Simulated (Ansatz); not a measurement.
# Direct or indirect: InP (F-43m)

```yaml
crystal:
  lattice:
    - [0.00000, 2.93050, 2.93050]
    - [2.93050, 0.00000, 2.93050]
    - [2.93050, 2.93050, 0.00000]
  atoms:
    - { symbol: In, position: [0.00000, 0.00000, 0.00000] }
    - { symbol: P, position: [0.75000, 0.75000, 0.75000] }
```

Method: Ansatz, PBE, independent particles, without spin-orbit coupling, line width 0.15 eV (Gaussian). The band structure gives a fundamental gap of 0.71 eV. The spectrum of vertical transitions near the edge:

```tsv
E (eV)	Im ε, E ∥ xyz
0.24	0.00
0.36	0.00
0.48	0.01
0.60	0.09
0.72	0.42
0.84	0.89
0.96	1.23
1.08	1.44
1.20	1.61
1.32	1.77
1.44	1.92
1.56	2.08
1.68	2.29
1.80	2.54
1.92	2.88
2.04	3.37
```

Q: Is the gap direct or indirect, and about where do vertical transitions set in?

A: Direct: the band path has its least direct gap at the fundamental one, 0.71 eV, and the curves rise from there. Lines are broadened by 0.15 eV, which spreads the edge.

[Logs are printed without paths, hosts, clocks, repeated set-up lines and the standing remarks that a program may print on its own settings, such as how far it seeks lower states.]
